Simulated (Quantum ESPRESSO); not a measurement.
## La2InNi2: parallel and opposed starts

Wanted: the moments of La2InNi2 and the energy of each order that was tried.

Calculated with Quantum ESPRESSO 7.5; PBEsol; plane waves with GBRV 1.5 PBEsol potentials, no spin-orbit coupling.

**1. The structure**

The structure is tetragonal, space group P4/mbm (No. 127). The conventional cell has a = 7.586 Å, b = 7.586 Å, c = 3.851 Å, α = 90.00°, β = 90.00°, γ = 90.00°. La has 6 Ni at 2.92 to 2.98 Å nearest. Nearest to In lie 4 Ni at 3.02 Å. Nearest to Ni lie 1 Ni at 2.57 Å and 6 La at 2.92 to 2.98 Å and 2 In at 3.02 Å. Farther neighbours are not listed.

The cell comes from Materials Project 2023-11-01, a database of computed structures, and need not be the stable phase.

**2. Run 1, typed as ferro ++++**

The signs are those of the starting moments on the seeded atoms, the atoms that are given a moment.

pw.in reads:

```
&CONTROL
  calculation = 'scf'
  prefix = 'pwscf'
  outdir = './tmp'
  pseudo_dir = './pseudo'
  disk_io = 'nowf'
/
&SYSTEM
  ibrav = 0
  nat = 10
  ntyp = 3
  ecutwfc = 40
  ecutrho = 280
  nbnd = 90
  occupations = 'smearing'
  smearing = 'fd'
  degauss = 0.00734986
  nspin = 2
  starting_magnetization(1) = 0
  starting_magnetization(2) = 0
  starting_magnetization(3) = 0.0556
/
&ELECTRONS
  conv_thr = 2d-08
  electron_maxstep = 150
  mixing_beta = 0.3
/
ATOMIC_SPECIES
La    138.9055 la_pbesol_v1.uspp.F.UPF
In    114.8180 in_pbesol_v1.4.uspp.F.UPF
Ni     58.6934 ni_pbesol_v1.4.uspp.F.UPF
CELL_PARAMETERS angstrom
   7.5861971600    0.0000000000    0.0000000000
   0.0000000000    7.5861971600    0.0000000000
   0.0000000000    0.0000000000    3.8511463700
ATOMIC_POSITIONS crystal
La      0.1754168200    0.6754168200    0.5000000000
La      0.8245831800    0.3245831800    0.5000000000
La      0.3245831800    0.1754168200    0.5000000000
La      0.6754168200    0.8245831800    0.5000000000
In      0.5000000000    0.5000000000    0.0000000000
In      0.0000000000    0.0000000000    0.0000000000
Ni      0.6199806900    0.1199806900    0.0000000000
Ni      0.3800193100    0.8800193100    0.0000000000
Ni      0.8800193100    0.6199806900    0.0000000000
Ni      0.1199806900    0.3800193100    0.0000000000
K_POINTS automatic
4 4 8 0 0 0
```

Command:

```sh
OMP_NUM_THREADS=1 mpirun -n 4 pw.x -nk 4 -in pw.in > pw.out
```

Output:

```text
Program PWSCF v.7.5 starts

     Message from routine setup:
     using ibrav=0 with symmetry is DISCOURAGED, use correct ibrav instead

     K-points division:     npool     =       4
     Subspace diagonalization in iterative solution of the eigenvalue problem:

     G-vector sticks info
     --------------------
     sticks:   dense  smooth     PW     G-vecs:    dense   smooth      PW
     Sum        4577    2609    769               118415    51085    8151

     Using Slab Decomposition

     bravais-lattice index     =            0
     lattice parameter (alat)  =      14.3358  a.u.
     unit-cell volume          =    1495.6669 (a.u.)^3
     number of atoms/cell      =           10
     number of atomic types    =            3
     number of electrons       =       142.00
     number of Kohn-Sham states=           90
     kinetic-energy cutoff     =      40.0000  Ry
     charge density cutoff     =     280.0000  Ry
     scf convergence threshold =      2.0E-08
     mixing beta               =       0.3000
     number of iterations used =            8  plain     mixing
     Exchange-correlation= SLA  PW   PSX  PSC
                           (   1   4  10   8   0   0   0)

     celldm(1)=  14.335835  celldm(2)=   0.000000  celldm(3)=   0.000000
     celldm(4)=   0.000000  celldm(5)=   0.000000  celldm(6)=   0.000000

     crystal axes: (cart. coord. in units of alat)
               a(1) = (   1.000000   0.000000   0.000000 )
               a(2) = (   0.000000   1.000000   0.000000 )
               a(3) = (   0.000000   0.000000   0.507652 )

     reciprocal axes: (cart. coord. in units 2 pi/alat)
               b(1) = (  1.000000  0.000000  0.000000 )
               b(2) = (  0.000000  1.000000  0.000000 )
               b(3) = (  0.000000  0.000000  1.969854 )

     PseudoPot. # 1 for La read from file:
     la_pbesol_v1.uspp.F.UPF
     Pseudo is Ultrasoft + core correction, Zval = 11.0
     Generated by new atomic code, or converted to UPF format
     Using radial grid of  995 points,  8 beta functions with:
                l(1) =   0
                l(2) =   0
                l(3) =   1
                l(4) =   1
                l(5) =   2
                l(6) =   2
                l(7) =   3
                l(8) =   3
     Q(r) pseudized with  8 coefficients,  rinner =    1.700   1.700   1.700
                                                       1.700   1.700   1.700
                                                       1.700

     PseudoPot. # 2 for In read from file:
     in_pbesol_v1.4.uspp.F.UPF
     Pseudo is Ultrasoft + core correction, Zval = 13.0
     Generated by new atomic code, or converted to UPF format
     Using radial grid of  889 points,  6 beta functions with:
                l(1) =   0
                l(2) =   0
                l(3) =   1
                l(4) =   1
                l(5) =   2
                l(6) =   2
     Q(r) pseudized with  6 coefficients,  rinner =    1.400   1.400   1.400
                                                       1.400   1.400

     PseudoPot. # 3 for Ni read from file:
     ni_pbesol_v1.4.uspp.F.UPF
     Pseudo is Ultrasoft + core correction, Zval = 18.0
     Generated by new atomic code, or converted to UPF format
     Using radial grid of  865 points,  6 beta functions with:
                l(1) =   0
                l(2) =   0
                l(3) =   1
                l(4) =   1
                l(5) =   2
                l(6) =   2
     Q(r) pseudized with 10 coefficients,  rinner =    0.980   0.980   0.980
                                                       0.980   0.980

     atomic species   valence    mass     pseudopotential
     La               11.00   138.90550     La( 1.00)
     In               13.00   114.81800     In( 1.00)
     Ni               18.00    58.69340     Ni( 1.00)

     Starting magnetic structure
     atomic species   magnetization
     La              0.000
     In              0.000
     Ni              0.056

     16 Sym. Ops., with inversion, found ( 8 have fractional translation)

   Cartesian axes

     site n.     atom                  positions (alat units)
         1        La     tau(   1) = (   0.1754168   0.6754168   0.2538259  )
         2        La     tau(   2) = (   0.8245832   0.3245832   0.2538259  )
         3        La     tau(   3) = (   0.3245832   0.1754168   0.2538259  )
         4        La     tau(   4) = (   0.6754168   0.8245832   0.2538259  )
         5        In     tau(   5) = (   0.5000000   0.5000000   0.0000000  )
         6        In     tau(   6) = (   0.0000000   0.0000000   0.0000000  )
         7        Ni     tau(   7) = (   0.6199807   0.1199807   0.0000000  )
         8        Ni     tau(   8) = (   0.3800193   0.8800193   0.0000000  )
         9        Ni     tau(   9) = (   0.8800193   0.6199807   0.0000000  )
        10        Ni     tau(  10) = (   0.1199807   0.3800193   0.0000000  )

     number of k points=    30  Fermi-Dirac smearing, width (Ry)=  0.0073
                       cart. coord. in units 2pi/alat
        k(    1) = (   0.0000000   0.0000000   0.0000000), wk =   0.0078125
        k(    2) = (   0.0000000   0.0000000   0.2462318), wk =   0.0156250
        k(    3) = (   0.0000000   0.0000000   0.4924636), wk =   0.0156250
        k(    4) = (   0.0000000   0.0000000   0.7386954), wk =   0.0156250
        k(    5) = (   0.0000000   0.0000000  -0.9849271), wk =   0.0078125
        [... 25 further k-points ...]

     Dense  grid:   118415 G-vectors     FFT dimensions: (  80,  80,  40)

     Smooth grid:    51085 G-vectors     FFT dimensions: (  60,  60,  30)

     Check: negative core charge=   -0.000005
     Generating pointlists ...
     new r_m :   0.1588 (alat units)  2.2761 (a.u.) for type    1
     new r_m :   0.1644 (alat units)  2.3566 (a.u.) for type    2
     new r_m :   0.1400 (alat units)  2.0068 (a.u.) for type    3

     Initial potential from superposition of free atoms

     starting charge     130.8824, renormalised to     142.0000

     negative rho (up, down):  1.648E-01 1.648E-01
     Starting wfcs are  150 randomized atomic wfcs

     Self-consistent Calculation

     iteration #  1     ecut=    40.00 Ry     beta= 0.30
     Davidson diagonalization with overlap
     ethr =  1.00E-02,  avg # of iterations =  2.5

     total energy              =   -1956.35117472 Ry
     estimated scf accuracy    <     260.13505557 Ry

     total magnetization       =     0.21 Bohr mag/cell
     absolute magnetization    =     0.26 Bohr mag/cell

     iteration #  2     ecut=    40.00 Ry     beta= 0.30
     Davidson diagonalization with overlap
     ethr =  1.00E-02,  avg # of iterations =  6.1

     total energy              =   -2050.56616100 Ry
     estimated scf accuracy    <     123.41158770 Ry

     total magnetization       =     0.24 Bohr mag/cell
     absolute magnetization    =     0.27 Bohr mag/cell

     iteration #  3     ecut=    40.00 Ry     beta= 0.30
     Davidson diagonalization with overlap
     ethr =  1.00E-02,  avg # of iterations =  2.0

     negative rho (up, down):  5.459E-03 6.197E-03

     total energy              =   -2045.75976862 Ry
     estimated scf accuracy    <      33.24178787 Ry

     total magnetization       =     0.12 Bohr mag/cell
     absolute magnetization    =     0.19 Bohr mag/cell

     [... further iterations left out ...]

     iteration # 20     ecut=    40.00 Ry     beta= 0.30
     Davidson diagonalization with overlap
     ethr =  9.95E-10,  avg # of iterations =  3.5

     negative rho (up, down):  1.043E-01 1.042E-01

     total energy              =   -2047.78588937 Ry
     estimated scf accuracy    <       0.00000010 Ry

     total magnetization       =    -0.00 Bohr mag/cell
     absolute magnetization    =     0.00 Bohr mag/cell

     iteration # 21     ecut=    40.00 Ry     beta= 0.30
     Davidson diagonalization with overlap
     ethr =  7.10E-11,  avg # of iterations =  5.2

     negative rho (up, down):  1.043E-01 1.043E-01

     total energy              =   -2047.78588948 Ry
     estimated scf accuracy    <       0.00000037 Ry

     total magnetization       =    -0.00 Bohr mag/cell
     absolute magnetization    =     0.00 Bohr mag/cell

     iteration # 22     ecut=    40.00 Ry     beta= 0.30
     Davidson diagonalization with overlap
     ethr =  7.10E-11,  avg # of iterations =  2.2

     negative rho (up, down):  1.043E-01 1.043E-01

     total energy              =   -2047.78588947 Ry
     estimated scf accuracy    <       0.00000012 Ry

     total magnetization       =    -0.00 Bohr mag/cell
     absolute magnetization    =     0.00 Bohr mag/cell

     iteration # 23     ecut=    40.00 Ry     beta= 0.30
     Davidson diagonalization with overlap
     ethr =  7.10E-11,  avg # of iterations =  3.9

     negative rho (up, down):  1.043E-01 1.043E-01

     Magnetic moment per site  (integrated on atomic sphere of radius R)
     atom   1 (R=0.159)  charge=  7.9171  magn= -0.0000
     atom   2 (R=0.159)  charge=  7.9171  magn= -0.0000
     atom   3 (R=0.159)  charge=  7.9171  magn= -0.0000
     atom   4 (R=0.159)  charge=  7.9171  magn= -0.0000
     atom   5 (R=0.164)  charge= 11.4159  magn= -0.0000
     atom   6 (R=0.164)  charge= 11.4159  magn= -0.0000
     atom   7 (R=0.140)  charge= 16.8475  magn=  0.0001
     atom   8 (R=0.140)  charge= 16.8475  magn=  0.0001
     atom   9 (R=0.140)  charge= 16.8475  magn=  0.0001
     atom  10 (R=0.140)  charge= 16.8475  magn=  0.0001

     End of self-consistent calculation

     [... lines left out ...]
     the Fermi energy is    13.3019 ev

!    total energy              =   -2047.78588949 Ry
     estimated scf accuracy    <          2.1E-09 Ry
     smearing contrib. (-TS)   =      -0.01731210 Ry
     internal energy E=F+TS    =   -2047.76857739 Ry

     The total energy is F=E-TS. E is the sum of the following terms:
     one-electron contribution =   -1242.20561055 Ry
     hartree contribution      =     704.30494905 Ry
     xc contribution           =    -411.45095122 Ry
     ewald contribution        =   -1098.41696467 Ry

     total magnetization       =    -0.00 Bohr mag/cell
     absolute magnetization    =     0.00 Bohr mag/cell

     convergence has been achieved in  23 iterations

=------------------------------------------------------------------------------=
   JOB DONE.
=------------------------------------------------------------------------------=
```

The job ended after 5.1 min (4 MPI ranks of Intel Xeon 6975P-C (Granite Rapids), shared host; peak memory 2.2 GiB).

Spin moment in the atom's sphere by atom:

| atom | spin moment in the atom's sphere (μB) |
| --- | --- |
| La1 | 0.0000 |
| La2 | 0.0000 |
| La3 | 0.0000 |
| La4 | 0.0000 |
| In5 | 0.0000 |
| In6 | 0.0000 |
| Ni7 | 0.0001 |
| Ni8 | 0.0001 |
| Ni9 | 0.0001 |
| Ni10 | 0.0001 |

This step gave:

- smearing term TS: 0.2355 eV
- magnetization: 0 μB
- absolute magnetization: 0 μB
- final state: non-magnetic

Valence density in the ab plane at fractional z = 0.000, with atoms of In and Ni within 0.2 Å of it. It is the smooth field of the valence electrons, not physical close to the nuclei.

Ten steps, logarithmic in the rise over the least value, from '_' (0 e/Å³) to '@' (36 e/Å³), each cell a mean:
```
**++::..____::====--..______________..==**
==--..____..==%%@@**::________________::==
....______..++@@@@##::________________....
__________..--**##++..____________________
____________..::::..______________________
__________________________________::--::..
..______________________________::++####--
..________________........______::##@@@@==
..______________..--====::..____::**@@%%==
..______________::++****==..____..--====::
....::::..____..--**##**==..______........
..++##**--..____::==**++--..______________
::##@@@@++..____..::--::..________________
::**@@%%==..________....__________________
..--++==::________________________________
__......________________......____________
______________________::==++--..__________
..__________________..==%%@@##::__________
--::..______________..==@@@@##--______..::
**==::______________..--**##++..____..--++
##**--..______......__..::::..______..==**
```
Columns run along a (7.6 Å), rows up along b (7.6 Å). Atoms in or near the plane, at fractional coordinates: In at (0.50, 0.50), In at (0.00, 0.00), Ni at (0.62, 0.12), Ni at (0.38, 0.88), Ni at (0.88, 0.62), Ni at (0.12, 0.38).

(Part 1 of 2 ends here.)

[Logs and program files are shortened in this print: banners, set-up blocks, solver, clock and traceback lines can be left out without a mark of their own.]

[Logs are printed without paths, hosts, clocks, repeated set-up lines and the standing remarks that a program may print on its own settings, such as how far it seeks lower states.]

[Hosts, paths, dates, database ids (printed as entryN), source tags and the programs' standing remarks are cut or masked in the printed files.]

[Where a cell is said to come from a database of computed structures, the database is the Materials Project.]
